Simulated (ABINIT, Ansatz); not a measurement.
# MgO (Periclase): G0W0 with ABINIT, start to end, part 3 of 3

Wanted: ground state, empty states, screening and self-energy for MgO (Periclase).

ABINIT 10.8.3; PBE and many-body steps on it, plane waves. Known limits of the many-body steps: not at the basis limit.

So far. Step 4 (Empty states on the mesh, 6×6×6 mesh, 118 bands): On this mesh the gap is 4.733 eV. Step 5 (Screening, 6×6×6 mesh, 110 bands, screening to 239.5 eV): Local fields lower ε∞ by 7 %.

The database entry behind the starting cell differs from later determinations by our own check (about 0.1 % long), so it need not match the best structure at ambient conditions.

## 6. Self-energy, 6×6×6 mesh, 110 bands, screening to 239.5 eV

The self-energy is evaluated for the states that the input lists, and the levels follow from it, in one-shot runs by the linearised quasiparticle equation.

This step: G0W0 on PBE, plane waves, norm-conserving pseudopotentials.

Contents of run.abi:

```
acell 3*1.0 Angstrom
rprim 
  -0.000000000000 2.108500000000 2.108500000000
  2.108500000000 0.000000000000 2.108500000000
  2.108500000000 2.108500000000 0.000000000000
ntypat 2
znucl 12 8
natom 2
typat 1 2
xred 
  0.000000000000 0.000000000000 0.000000000000
  0.500000000000 0.500000000000 0.500000000000
pp_dirpath "pseudos"
pseudos "Mg.upf, O.upf"
ecut 38
ngkpt 6 6 6
nshiftk 1
shiftk 0 0 0
kptopt 1
chksymbreak 0
istwfk *1
occopt 1
irdwfk 1
optdriver 4
nband 110
gwcalctyp 0
ecutsigx 38
symsigma 1
nkptgw 1
kptgw 
  0.0000000000 0.0000000000 0.0000000000
bdgw 
  6 12
ecuteps 8.8
irdscr 1
ppmodel 1
indata_prefix "in"
outdata_prefix "out"
tmpdata_prefix "tmp"
```

Command:

```bash
$ OMP_NUM_THREADS=1 mpirun -n 8 abinit run.abi > log
```

Numbers of over 12 decimals in the logs are rounded to 6 here.

The program printed:

```text
.Version 10.8.3 of ABINIT. v10.8.2 released Aug 2026.

 Symmetries : space group Fm -3 m (#225); Bravais cF (face-center cubic)
[... echo of the input left out ...]
== DATASET  1 ==================================================================
-   mpi_nproc: 8, omp_nthreads: 1 (-1 if OMP is not activated)

--- !DatasetInfo
iteration_state: {dtset: 1, }
dimensions: {natom: 2, nkpt: 16, mband: 110, nsppol: 1, nspinor: 1, nspden: 1, mpw: 1430, }
cutoff_energies: {ecut:  38.0, pawecutdg:  -1.0, }
electrons: {nelect:   1.60000000E+01, charge:   0.00000000E+00, occopt:   1.00000000E+00, tsmear:   1.00000000E-02, }

 SIGMA: Calculation of the GW corrections

 Based on a program developped by R.W. Godby, V. Olevano, G. Onida, and L. Reining.
 Incorporated in ABINIT by V. Olevano, G.-M. Rignanese, and M. Torrent.
.Using double precision arithmetic ; gwpc =  8

[... cell and pseudopotentials left out ...]
--------------------------------------------------------------------------------

 ==== K-mesh for the wavefunctions ====
 Number of points in the irreducible wedge :    16
[... list of points left out ...]
 Together with 48 symmetry operations and time-reversal symmetry
 yields   216 points in the full Brillouin Zone.

 ==== Q-mesh for screening function ====
 Number of points in the irreducible wedge :    16
[... list of points left out ...]
 Together with 48 symmetry operations and time-reversal symmetry
 yields   216 points in the full Brillouin Zone.

 vcoul_init : cutoff-mode = AUXILIARY_FUNCTION
 q-points for optical limit:   1
     1)      0.000010    0.000020    0.000030
 setmesh: FFT mesh size selected  =    32x   32x   32
          total number of points  =        32768

 Number of electrons calculated from density =   16.0000; Expected =   16.0000
 average of density, n =  0.126466
 r_s =    1.2359
 omega_plasma =   34.3038 [eV]

 === KS Band Gaps ===
  >>>> For spin  1
   Minimum direct gap =   4.7331 [eV], located at k-point      :   0.0000  0.0000  0.0000
   Fundamental gap    =   4.7331 [eV], Top of valence bands at :   0.0000  0.0000  0.0000
                                       Bottom of conduction at :   0.0000  0.0000  0.0000
 SIGMA fundamental parameters:
 PLASMON POLE MODEL  1
 number of plane-waves for SigmaX                 1411
 number of plane-waves for SigmaC and W            169
 number of plane-waves for wavefunctions          1411
 number of bands                                   110
 number of independent spin polarizations            1
 number of spinorial components                      1
 number of k-points in IBZ                          16
 number of q-points in IBZ                          16
 number of symmetry operations                      48
 number of k-points in BZ                          216
 number of q-points in BZ                          216
 number of frequencies for dSigma/dE                 9
 frequency step for dSigma/dE [eV]                0.25
 number of omega for Sigma on real axis              0
 max omega for Sigma on real axis  [eV]           0.00
 zcut for avoiding poles [eV]                     0.10

 EPSILON^-1 parameters (SCR file):
 dimension of the eps^-1 matrix on file            169
 dimension of the eps^-1 matrix used               169
 number of plane-waves for wavefunctions          1411
 number of bands                                   110
 number of q-points in IBZ                          16
 number of frequencies                               2
 number of real frequencies                          1
 number of imag frequencies                          1

 matrix elements of self-energy operator (all in [eV])

 Perturbative Calculation

--- !SelfEnergy_ee
iteration_state: {dtset: 1, }
kpoint     : [   0.000,    0.000,    0.000, ]
spin       : 1
KS_gap     :    4.733
QP_gap     :    7.023
Delta_QP_KS:    2.290
data: !SigmaeeData |
     Band     E0 <VxcDFT>   SigX SigC(E0)      Z dSigC/dE  Sig(E)    E-E0       E
        6   4.693 -20.107 -25.567   3.724   0.806  -0.241 -21.506  -1.399   3.294
        7   4.693 -20.107 -25.567   3.724   0.806  -0.241 -21.506  -1.399   3.294
        8   4.693 -20.107 -25.567   3.724   0.806  -0.241 -21.506  -1.399   3.294
        9   9.426 -13.453  -8.885  -3.525   0.854  -0.171 -12.561   0.891  10.318
       10  20.632  -9.568  -3.679  -4.640   0.866  -0.155  -8.487   1.081  21.713
       11  20.632  -9.568  -3.679  -4.640   0.866  -0.155  -8.487   1.081  21.713
       12  20.632  -9.568  -3.679  -4.640   0.866  -0.155  -8.487   1.081  21.713

== END DATASET(S) ==============================================================
================================================================================

 -outvars: echo values of variables after computation  --------
           etotal      0.0000000000E+00
            nband         110
             nkpt          16
          spgroup         225
 [... the other variables as echoed above ...]

 Calculation completed.
```

Run time: 4.4 s. Hardware: 8 MPI ranks of Arm Neoverse V1, shared host; peak memory 1.1 GiB.

This step gave:

```yaml
g0w0_gap_on_the_points_computed: 7.024 eV
starting_gap_on_the_mesh: 4.733 eV
k_of_the_valence_top: 0, 0, 0
k_of_the_conduction_bottom: 0, 0, 0
z_at_the_valence_top: 0.806
z_at_the_conduction_bottom: 0.854
least_direct_g0w0_gap_on_the_computed_points: 7.024 eV
```

The gap on the mesh goes from 4.73 eV to 7.02 eV, a correction of +2.29 eV.

Limits: finite bands, cutoff and mesh. v1 is the top filled band, c1 the lowest empty one. The levels before and after the correction (eV, zero at the valence-band top of each column):

```
           conduction bottom  valence top
Kohn-Sham               4.73         0.00
     G0W0               7.02         0.00
```

|  | level | energy (eV) |
| --- | --- | --- |
| Kohn-Sham | Γ v3-v1 | 0.000 |
| Kohn-Sham | Γ c1 | 4.733 |
| Kohn-Sham | Γ c2-c4 | 15.939 |
| G0W0 | Γ v3-v1 | 0.000 |
| G0W0 | Γ c1 | 7.024 |
| G0W0 | Γ c2-c4 | 18.419 |

## 7. Where the time went

Times are wall times on 8 MPI ranks of Arm Neoverse V1, shared host, good to a factor of about two.

```csv
step,time,share,memory (GiB)
ground state,3.6 s,6 %,0.47
bands along the symmetry lines,2.9 s,5 %,0.07
empty states on the mesh,7.3 s,12 %,1.4
screening,44 s,71 %,1.3
self-energy,4.4 s,7 %,1.1
```

## 8. What came out

* PBE gap: 4.73 eV, direct
* G0W0 gap on the mesh: 7.02 eV
* GW settings: 6×6×6 mesh, 110 bands, screening to 239.5 eV, Godby-Needs plasmon pole
* known limits: not at the basis limit

**Reading.** G0W0 moves the gap on the mesh from 4.73 eV to 7.02 eV (+2.29 eV), with Z of 0.81 and 0.85 at the edges. Local fields lower the RPA ε∞ on this mesh from 3.26 to 3.04. Only 1 of the mesh's irreducible points was corrected, so a valley elsewhere could overtake. The dearest step here is «screening». Bands and cutoff are finite, so the gap is not at the basis limit. The miss can reach some tenths of an eV and take either sign; the mesh is an error of its own. In the G0W0 run levels were corrected at 1 k point alone, so a gap called «on the mesh» is the least over those, and an edge elsewhere would be missed.

[Paths, hosts, dates, memory and timing lines, banners, echoed tables and standing remarks are left out of the program output.]

[Logs are printed without paths, hosts, clocks, repeated set-up lines and the standing remarks that a program may print on its own settings, such as how far it seeks lower states.]

[Runs of the session that timed out or met a known fault of the program may be left out.]

[Hosts, paths, dates, database ids (printed as entryN), source tags and the programs' standing remarks are cut or masked in the printed files.]

[G0W0 gaps are taken among the corrected bands and points alone; a level outside them can change the order at an edge.]

[Where Ansatz stands beside ABINIT at settings called matched, ABINIT's density can come from a denser mesh and the files from another edition; pairs whose starting gaps differed by over 0.03 eV were left out, so agreement reads better than it is.]
